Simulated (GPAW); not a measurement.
# 1T-CrSTe monolayer: simulated STM images

Wanted: filled- and empty-state images of 1T-CrSTe monolayer, with its work function.

Calculated with GPAW 26.7.0; GPAW, PAW setups; layer in a repeated cell with vacuum, relaxation of atoms and in-plane cell, in the first sound run; inputs show where later runs differ.

## (1) Set-up

The cell holds 3 atoms: 1 Te, 1 Cr and 1 S. Cell: a = 3.365 Å, b = 3.365 Å, c = 21.074 Å, α = 90.0°, β = 90.0°, γ = 120.0°. Vacuum lies along c.

## (2) Relaxing the atoms

Forces are removed first; all later runs use this geometry.

File run.py:

```python
import json
import numpy as np
from ase import Atoms
from ase.filters import FrechetCellFilter
from ase.optimize import BFGS
from gpaw import GPAW, PW

slab = Atoms(
    ['Te', 'Cr', 'S'],
    positions=[
        [1.68250, 0.97139, 9.00000],
        [0.00000, 0.00000, 10.80372],
        [-0.00000, 1.94278, 12.07361]],
    cell=[[3.365, 0.0, 0.0], [-1.6825, 2.91418, 0.0], [0.0, 0.0, 21.0736]],
    pbc=[True, True, True],
    magmoms=[0.0, 3.0, 0.0])

slab.calc = GPAW(mode=PW(600), xc='PBE', kpts={'size': (9, 9, 1), 'gamma': True},
                 occupations={'name': 'fermi-dirac', 'width': 0.05}, nbands='160%',
                 convergence={'density': 1e-05}, maxiter=200,
                 symmetry={'tolerance': 1e-3}, txt='slab.txt')
result = {}
# The in-plane cell is free; stress needs a cell that repeats along all three vectors
path = []
opt = BFGS(FrechetCellFilter(slab, mask=[1, 1, 0, 0, 0, 1]), maxstep=0.2)
opt.attach(lambda: path.append((slab.get_potential_energy(), slab.positions.tolist(), slab.get_forces().tolist())))
result['relaxed'] = bool(opt.run(fmax=0.02, steps=45))
result['path'] = path
result['cell'] = slab.cell.tolist()
print('in-plane lattice', slab.cell.cellpar().round(4)[[0, 1, 5]])
energy = slab.get_potential_energy()
fermi = slab.calc.get_fermi_level()
v = slab.calc.get_electrostatic_potential().mean((0, 1)) - fermi
n = slab.calc.get_pseudo_density().mean((0, 1))
L = slab.cell[2, 2]
z = np.arange(len(v)) * L / len(v)
low, high = slab.positions[:, 2].min(), slab.positions[:, 2].max()
below, above = np.interp([low - 6.8, high + 6.8], z, v)
slopes = [np.interp(x, z, np.gradient(v, z)) for x in (low - 6.8, high + 6.8)]
eps = np.array([[slab.calc.get_eigenvalues(k, s) for k in range(len(slab.calc.get_ibz_k_points()))]
                for s in range(slab.calc.get_number_of_spins())]) - fermi
top, bottom = eps[eps < 0].max(), eps[eps > 0].min()
dipole = slab.get_dipole_moment()[2]
print(f'energy {energy:.4f} eV, Fermi level {fermi:.4f} eV, dipole {dipole:.5f} e A')
print(f'potential 6.8 A off the faces, from the Fermi level: lower {below:.4f} eV, upper {above:.4f} eV')
print(f'slope of the potential there: lower {slopes[0]:.5f}, upper {slopes[1]:.5f} eV/A')
print(f'nearest levels on the mesh: {top:.4f} and {bottom:.4f} eV')
print('magnetic moment', round(slab.get_magnetic_moment(), 3))
result.update(energy=energy, fermi=fermi, dipole=dipole, below=below, above=above, slopes=slopes, edges=[top, bottom],
              z=z.tolist(), v=v.tolist(), n=n.tolist(), positions=slab.positions.tolist(),
              forces=slab.get_forces(apply_constraint=False).tolist(), moments=slab.get_magnetic_moments().tolist())
json.dump(result, open('result.json', 'w'))
```

Launch:

```bash
$ OMP_NUM_THREADS=1 OPENBLAS_NUM_THREADS=1 python run.py
```

What it wrote:

```text
Step          Energy          fmax
BFGS:    0      -17.826568        1.332899
BFGS:    1      -17.879205        0.967858
BFGS:    2      -17.961774        0.264361
BFGS:    3      -17.965881        0.176994
BFGS:    4      -17.968444        0.130745
BFGS:    5      -17.969594        0.088791
BFGS:    6      -17.970080        0.069976
BFGS:    7      -17.970389        0.084824
BFGS:    8      -17.970886        0.089249
BFGS:    9      -17.971580        0.079394
BFGS:   10      -17.972146        0.048802
BFGS:   11      -17.972340        0.011767
in-plane lattice [  3.4667   3.4667 120.    ]
energy -17.9662 eV, Fermi level -1.7473 eV, dipole -0.06749 e A
potential 6.8 A off the faces, from the Fermi level: lower 5.0838 eV, upper 5.3271 eV
slope of the potential there: lower -0.05548, upper -0.05556 eV/A
nearest levels on the mesh: -0.0252 and 0.1156 eV
magnetic moment 2.509
```

Run time: 10 min. Hardware: 1 thread of Arm Neoverse V1, shared host; peak memory 0.52 GiB.

This step gave:

| Quantity | Value |
| --- | --- |
| dipole along the normal | -0.06749 e·Å |
| levels nearest the Fermi level on the mesh | -0.02522, 0.1156 eV from the Fermi level |
| site moments | -0.09826, 2.507, -0.09012 μB |
| sum of the site moments | 2.319 μB |

The electrostatic potential energy of an electron (without an applied field's), less the Fermi level, planar mean by z:

| z (Å) | electrostatic potential energy of an electron (without an applied field's), less the Fermi level, planar mean (eV) |
| --- | --- |
| 0.0 | 5.20 |
| 0.5 | 5.18 |
| 1.0 | 5.15 |
| 1.5 | 5.12 |
| 2.0 | 5.09 |
| 2.5 | 5.06 |
| 3.0 | 5.04 |
| 3.5 | 5.01 |
| 4.0 | 4.98 |
| 4.5 | 4.95 |
| 5.0 | 4.92 |
| 5.5 | 4.89 |
| 6.0 | 4.85 |
| 6.5 | 4.78 |
| 7.0 | 4.53 |
| 7.5 | 3.61 |
| 8.0 | 0.0865 |
| 8.5 | -11.2 |
| 9.0 | -21.5 |
| 9.5 | -8.95 |
| 10.0 | -2.10 |
| 10.5 | -7.01 |
| 11.0 | -11.5 |
| 11.5 | -8.01 |
| 12.0 | -15.7 |
| 12.5 | -4.07 |
| 13.0 | 3.47 |
| 13.5 | 5.17 |
| 14.0 | 5.50 |
| 14.5 | 5.55 |
| 15.0 | 5.54 |
| 15.5 | 5.51 |
| 16.0 | 5.48 |
| 16.5 | 5.46 |
| 17.0 | 5.43 |
| 17.5 | 5.40 |
| 18.0 | 5.37 |
| 18.5 | 5.35 |
| 19.0 | 5.32 |
| 19.5 | 5.29 |
| 20.0 | 5.26 |
| 20.5 | 5.24 |

The pseudo valence density, planar mean oscillates, so the rows of the table below give means over windows of 0.5 Å about each position, cut where the curve ends. Its maxima inside the range that stand out by 2 % of the span (Å: e/Å³): 8.43: 0.311, 9.48: 0.347, 10.89: 0.505, 11.59: 0.487, 12.29: 0.368. Its minima: 8.96: 0.102, 10.01: 0.262, 11.24: 0.475, 12.12: 0.354.

The pseudo valence density, planar mean by z; means over each step:

z (Å), pseudo valence density, planar mean (e/Å³) and a bar:
```
      5.0      0.000 
      5.5      0.000 
      6.0      0.001 
      6.5      0.003 
      7.0      0.014 #
      7.5      0.056 ###
      8.0      0.179 ###########
      8.5      0.269 ################
      9.0      0.163 ##########
      9.5      0.315 ###################
     10.0      0.276 #################
     10.5      0.349 #####################
     11.0      0.489 ##############################
     11.5      0.478 #############################
     12.0      0.394 ########################
     12.5      0.311 ###################
     13.0      0.126 ########
     13.5      0.029 ##
     14.0      0.006 
     14.5      0.001 
     15.0      0.000 
     15.5      0.000 
     16.0      0.000
```

Site moment by atom:

| atom | site moment (μB) |
| --- | --- |
| Te1 | -0.10 |
| Cr2 | 2.51 |
| S3 | -0.09 |

The relaxation lowered the energy of the cell by 0.147 eV (energies extrapolated to zero smearing; the optimiser's log prints free energies). The largest force left on a free atom is 0.012 eV/Å.

## (3) The slab's potential

The work function is the vacuum plateau of the electrostatic potential less the Fermi level; a dipole layer lets the two faces have plateaus of their own.

This step: GPAW, PAW setups; slab in vacuum (GPAW 26.7.0).

File run.py:

```python
import json
import numpy as np
from ase import Atoms
from ase.dft.stm import STM
from gpaw import GPAW, PW

slab = Atoms(
    ['Te', 'Cr', 'S'],
    positions=[
        [1.73337, 1.00076, 9.00000],
        [-0.00000, -0.00000, 10.92807],
        [-0.00000, 2.00152, 12.09155]],
    cell=[[3.46674, -0.0, 0.0], [-1.73337, 3.00229, 0.0], [0.0, 0.0, 21.0915]],
    pbc=[True, True, False],
    magmoms=[0.0, 3.0, 0.0])

slab.calc = GPAW(mode=PW(400), xc='PBE', kpts={'size': (9, 9, 1), 'gamma': True},
                 occupations={'name': 'fermi-dirac', 'width': 0.05}, nbands='160%',
                 convergence={'density': 1e-05}, maxiter=200,
                 poissonsolver={'dipolelayer': 'xy'},
                 symmetry={'tolerance': 1e-3}, txt='slab.txt')
result = {}
energy = slab.get_potential_energy()
fermi = slab.calc.get_fermi_level()
v = slab.calc.get_electrostatic_potential().mean((0, 1)) - fermi
n = slab.calc.get_pseudo_density().mean((0, 1))
L = slab.cell[2, 2]
z = np.arange(len(v)) * L / len(v)
low, high = slab.positions[:, 2].min(), slab.positions[:, 2].max()
below, above = np.interp([low - 6.8, high + 6.8], z, v)
slopes = [np.interp(x, z, np.gradient(v, z)) for x in (low - 6.8, high + 6.8)]
eps = np.array([[slab.calc.get_eigenvalues(k, s) for k in range(len(slab.calc.get_ibz_k_points()))]
                for s in range(slab.calc.get_number_of_spins())]) - fermi
top, bottom = eps[eps < 0].max(), eps[eps > 0].min()
dipole = slab.get_dipole_moment()[2]
print(f'energy {energy:.4f} eV, Fermi level {fermi:.4f} eV, dipole {dipole:.5f} e A')
print(f'potential 6.8 A off the faces, from the Fermi level: lower {below:.4f} eV, upper {above:.4f} eV')
print(f'slope of the potential there: lower {slopes[0]:.5f}, upper {slopes[1]:.5f} eV/A')
print(f'nearest levels on the mesh: {top:.4f} and {bottom:.4f} eV')
print('magnetic moment', round(slab.get_magnetic_moment(), 3))
result.update(energy=energy, fermi=fermi, dipole=dipole, below=below, above=above, slopes=slopes, edges=[top, bottom],
              z=z.tolist(), v=v.tolist(), n=n.tolist(), positions=slab.positions.tolist(),
              forces=slab.get_forces(apply_constraint=False).tolist(), moments=slab.get_magnetic_moments().tolist())

# Images need the states of the whole zone, up to time reversal
slab.calc = slab.calc.fixed_density(symmetry={'point_group': False}, txt='states.txt', nbands='280%',
                                    convergence={'bands': 'CBM+2.3'})
stm = STM(slab)
result['stm'] = []
for bias in [-1.5, 2.0]:
    height = high + 3.5
    current = stm.get_averaged_current(bias, height)
    x, y, h = stm.scan(bias, current)
    i, f = divmod(height / L * stm.ldos.shape[2], 1)
    I = abs((1 - f) * stm.ldos[:, :, int(i)] + f * stm.ldos[:, :, int(i) + 1])
    print(f'bias {bias} V: mean current at 3.5 A {current:.4e}, corrugation {np.ptp(h):.4f} A')
    result['stm'].append(dict(bias=bias, current=current, h=(h - high).tolist(), I=I.tolist()))
json.dump(result, open('result.json', 'w'))
```

What it wrote:

```text
energy -17.9090 eV, Fermi level -1.7567 eV, dipole -0.05019 e A
potential 6.8 A off the faces, from the Fermi level: lower 4.7808 eV, upper 5.6499 eV
slope of the potential there: lower 0.00003, upper -0.00004 eV/A
nearest levels on the mesh: -0.0204 and 0.1170 eV
magnetic moment 2.507
bias -1.5 V: mean current at 3.5 A 1.6277e-05, corrugation 0.3502 A
bias 2.0 V: mean current at 3.5 A 4.9001e-05, corrugation 0.1909 A
```

Wall time 3.1 min (1 thread); peak memory 0.45 GiB.

This step gave:

```yaml
dipole_along_the_normal: -0.05019 e·Å
levels_nearest_the_fermi_level_on_the_mesh: -0.02036, 0.1170 eV from the Fermi level
upper_work_function: 5.650 eV
lower_work_function: 4.781 eV
site_moments: -0.09823, 2.504, -0.09016 μB
corrugation_minus_1p5: 0.3502 Å
corrugation_2: 0.1909 Å
sum_of_the_site_moments: 2.316 μB
```

The electrostatic potential energy of an electron (without an applied field's), less the Fermi level, planar mean by z:

z (Å), electrostatic potential energy of an electron (without an applied field's), less the Fermi level, planar mean (eV) and a bar from the least value:
```
      0.0        5.2 ##############################
      0.5        4.8 #############################
      1.0        4.8 #############################
      1.5        4.8 #############################
      2.0        4.8 #############################
      2.5        4.8 #############################
      3.0        4.8 #############################
      3.5        4.8 #############################
      4.0        4.8 #############################
      4.5        4.8 #############################
      5.0        4.8 #############################
      5.5        4.8 #############################
      6.0        4.8 #############################
      6.5        4.7 #############################
      7.0        4.5 #############################
      7.5        3.7 ############################
      8.0        0.6 ########################
      8.5       -9.7 #############
      9.0      -21.6 
      9.5      -10.3 ############
     10.0       -2.2 #####################
     10.5       -6.2 #################
     11.0      -11.7 ###########
     11.5       -7.9 ###############
     12.0      -15.3 #######
     12.5       -5.4 ##################
     13.0        3.1 ###########################
     13.5        5.1 #############################
     14.0        5.5 ##############################
     14.5        5.6 ##############################
     15.0        5.6 ##############################
     15.5        5.6 ##############################
     16.0        5.6 ##############################
     16.5        5.6 ##############################
     17.0        5.6 ##############################
     17.5        5.6 ##############################
     18.0        5.6 ##############################
     18.5        5.6 ##############################
     19.0        5.6 ##############################
     19.5        5.6 ##############################
     20.0        5.6 ##############################
     20.5        5.6 ##############################
```

Table of pseudo valence density, planar mean by z:

z (Å), pseudo valence density, planar mean (e/Å³) and a bar from the least value:
```
     0.00      0.000 
     0.65      0.000 
     1.08      0.000 
     1.72      0.000 
     2.15      0.000 
     2.80      0.000 
     3.44      0.000 
     3.87      0.000 
     4.52      0.000 
     5.17      0.000 
     5.60      0.000 
     6.24      0.001 
     6.67      0.004 
     7.32      0.027 ##
     7.96      0.145 #########
     8.39      0.301 ###################
     9.04      0.106 #######
     9.68      0.333 #####################
    10.12      0.259 ################
    10.76      0.443 ###########################
    11.19      0.486 ##############################
    11.84      0.459 ############################
    12.48      0.351 ######################
    12.91      0.165 ##########
    13.56      0.024 #
    14.20      0.003 
    14.63      0.001 
    15.28      0.000 
    15.71      0.000 
    16.36      0.000 
    17.00      0.000 
    17.43      0.000 
    18.08      0.000 
    18.72      0.000 
    19.15      0.000 
    19.80      0.000 
    20.23      0.000 
    20.88      0.000
```

Tip height over the top atom over a1 and a2. Sample bias -1.5 V, constant current at the mean current 3.5 Å over the top atom.

Ten even steps from '_' (3.29 Å) to '@' (3.64 Å):
```
__..::==++**##%%%%##**++==::..__
..::==++##%%%%%%%%%%##++==::..__
::==++##%%@@@@@@@@%%##++==::....
--++##%%@@@@@@@@@@%%##++--::..::
++**%%@@@@@@@@@@@@%%**++--::::--
**##%%@@@@@@@@@@%%##**==--::--==
##%%%%@@@@@@@@%%%%##++--::::--++
##%%%%@@@@@@%%%%##++==--::--==++
####%%%%%%%%####++==--::::--==++
****######****++==----::----==++
++++++++++++==----::::::::----==
--======------::::::--::::::----
::::::::::::::::--------::::::::
..........::----======----::....
______..::--==++++++++==--::..__
____..::--++**######**++--::..__
```
Columns: a1 from 0 to 0.938; rows upwards: a2 from 0 to 0.938.

Local density of states summed over the bias window over a1 and a2. Sample bias -1.5 V, constant height 3.5 Å over the top atom.

Ten even steps from '_' (0.95 × 1e-5 arbitrary) to '@' (2.71 × 1e-5 arbitrary):
```
____..::--==++****++==--::..____
__..::--++**######**++--::..____
..::--++**%%%%%%%%**++--::......
::--++**%%@@@@@@%%**++--::......
--==**%%@@@@@@@@%%**==--::....::
==++##%%@@@@@@%%##++==--::..::--
++**##%%@@@@%%##**++--::::::::--
++**##%%%%%%##**++--::::..::::--
++++********++++--::::....::::--
====++++++====--::::......::::--
--------------::::........::::--
::::::::::::::::..........::::::
..............::::::::::::......
______......::::::::::::::......
______....::------------::....__
______..::--==++++++==--::..____
```
Columns: a1 from 0 to 0.938; rows upwards: a2 from 0 to 0.938.

Tip height over the top atom over a1 and a2. Sample bias 2 V, constant current at the mean current 3.5 Å over the top atom.

Ten even steps from '0' (3.40 Å) to '9' (3.59 Å):
```
0023567777653200
1235778887753210
2357889988753211
3568999998653222
4678999987643223
5789999987543334
6789999876543345
6788988765433345
6778877654333345
5667665543333345
4555544433333344
3333333333333333
2222223333333322
1011223444443221
0001234555543210
0012345676543210
```
Columns: a1 from 0 to 0.938; rows upwards: a2 from 0 to 0.938.

Local density of states summed over the bias window over a1 and a2. Sample bias 2 V, constant height 3.5 Å over the top atom.

Values in units of 1e-5 arbitrary, 16 rows by 16 columns:
```
4.0 4.1 4.3 4.6 4.9 5.1 5.4 5.5 5.5 5.4 5.1 4.9 4.6 4.3 4.1 4.0
4.2 4.3 4.6 4.9 5.2 5.5 5.7 5.8 5.7 5.5 5.2 4.9 4.6 4.3 4.2 4.1
4.4 4.6 4.9 5.3 5.6 5.8 6.0 6.0 5.8 5.6 5.3 4.9 4.6 4.4 4.3 4.3
4.6 4.9 5.2 5.6 5.9 6.1 6.2 6.1 5.9 5.6 5.2 4.9 4.6 4.4 4.4 4.4
4.8 5.1 5.5 5.8 6.1 6.3 6.3 6.1 5.8 5.5 5.1 4.8 4.6 4.5 4.5 4.6
5.0 5.4 5.7 6.0 6.2 6.3 6.2 6.0 5.7 5.4 5.0 4.7 4.5 4.5 4.5 4.7
5.2 5.5 5.8 6.0 6.1 6.1 6.0 5.8 5.5 5.2 4.9 4.6 4.5 4.5 4.6 4.9
5.3 5.5 5.7 5.8 5.9 5.8 5.7 5.5 5.3 5.0 4.7 4.6 4.5 4.6 4.7 5.0
5.2 5.4 5.5 5.6 5.6 5.5 5.4 5.2 5.0 4.8 4.6 4.5 4.5 4.6 4.8 5.0
5.0 5.1 5.2 5.3 5.2 5.1 5.0 4.9 4.7 4.6 4.5 4.4 4.5 4.6 4.7 4.9
4.8 4.9 4.9 4.9 4.9 4.8 4.7 4.6 4.6 4.5 4.4 4.4 4.5 4.6 4.6 4.7
4.6 4.6 4.6 4.6 4.6 4.6 4.5 4.5 4.5 4.5 4.5 4.5 4.5 4.5 4.5 4.6
4.4 4.3 4.3 4.4 4.4 4.5 4.5 4.5 4.6 4.6 4.6 4.6 4.5 4.5 4.5 4.4
4.2 4.1 4.2 4.3 4.4 4.5 4.5 4.6 4.7 4.8 4.7 4.6 4.5 4.5 4.4 4.3
4.0 4.0 4.1 4.3 4.4 4.6 4.7 4.9 5.0 5.0 4.9 4.7 4.6 4.4 4.3 4.1
4.0 4.0 4.2 4.4 4.6 4.8 5.0 5.2 5.3 5.2 5.0 4.8 4.6 4.4 4.2 4.0
```
Columns: a1 from 0 to 0.938; rows upwards: a2 from 0 to 0.938.

The potential is flat to 3.7e-5 eV/Å where it is read, so the vacuum is wide enough.

## (4) Summary of results

| Quantity | Value |
| --- | --- |
| work function, upper and lower face | 5.650 and 4.781 eV |
| dipole along the normal | -0.0502 e Å |
| corrugation at -1.5 V | 0.350 Å |
| corrugation at 2 V | 0.191 Å |

**Reading.** The corrugation at constant current is largest at -1.5 V, where the tip height varies by 0.35 Å over the cell. Negative sample bias images filled states, positive bias empty ones. The two faces differ by 0.87 eV, the step that the slab's dipole makes (e p/(ε0 A) gives 0.87 eV), so the dipole layer is needed. The images are of Tersoff-Hamann type: an s-wave tip, no tip-sample forces, heights closer than in a microscope. The starting lattice was a guess from atomic radii; the relaxation moved it by 3 %. The relaxation of atoms and cell ran in a fully periodic cell without the dipole layer, so the atoms of this polar layer felt a small spurious field. One magnetic start was tried; another order may lie lower. The layer's cell and atoms come from the relaxation; spin-orbit coupling and temperature are left out.

[Logs are printed without paths, hosts, clocks, repeated set-up lines and the standing remarks that a program may print on its own settings, such as how far it seeks lower states.]

[Hosts, paths, dates, database ids (printed as entryN), source tags and the programs' standing remarks are cut or masked in the printed files.]
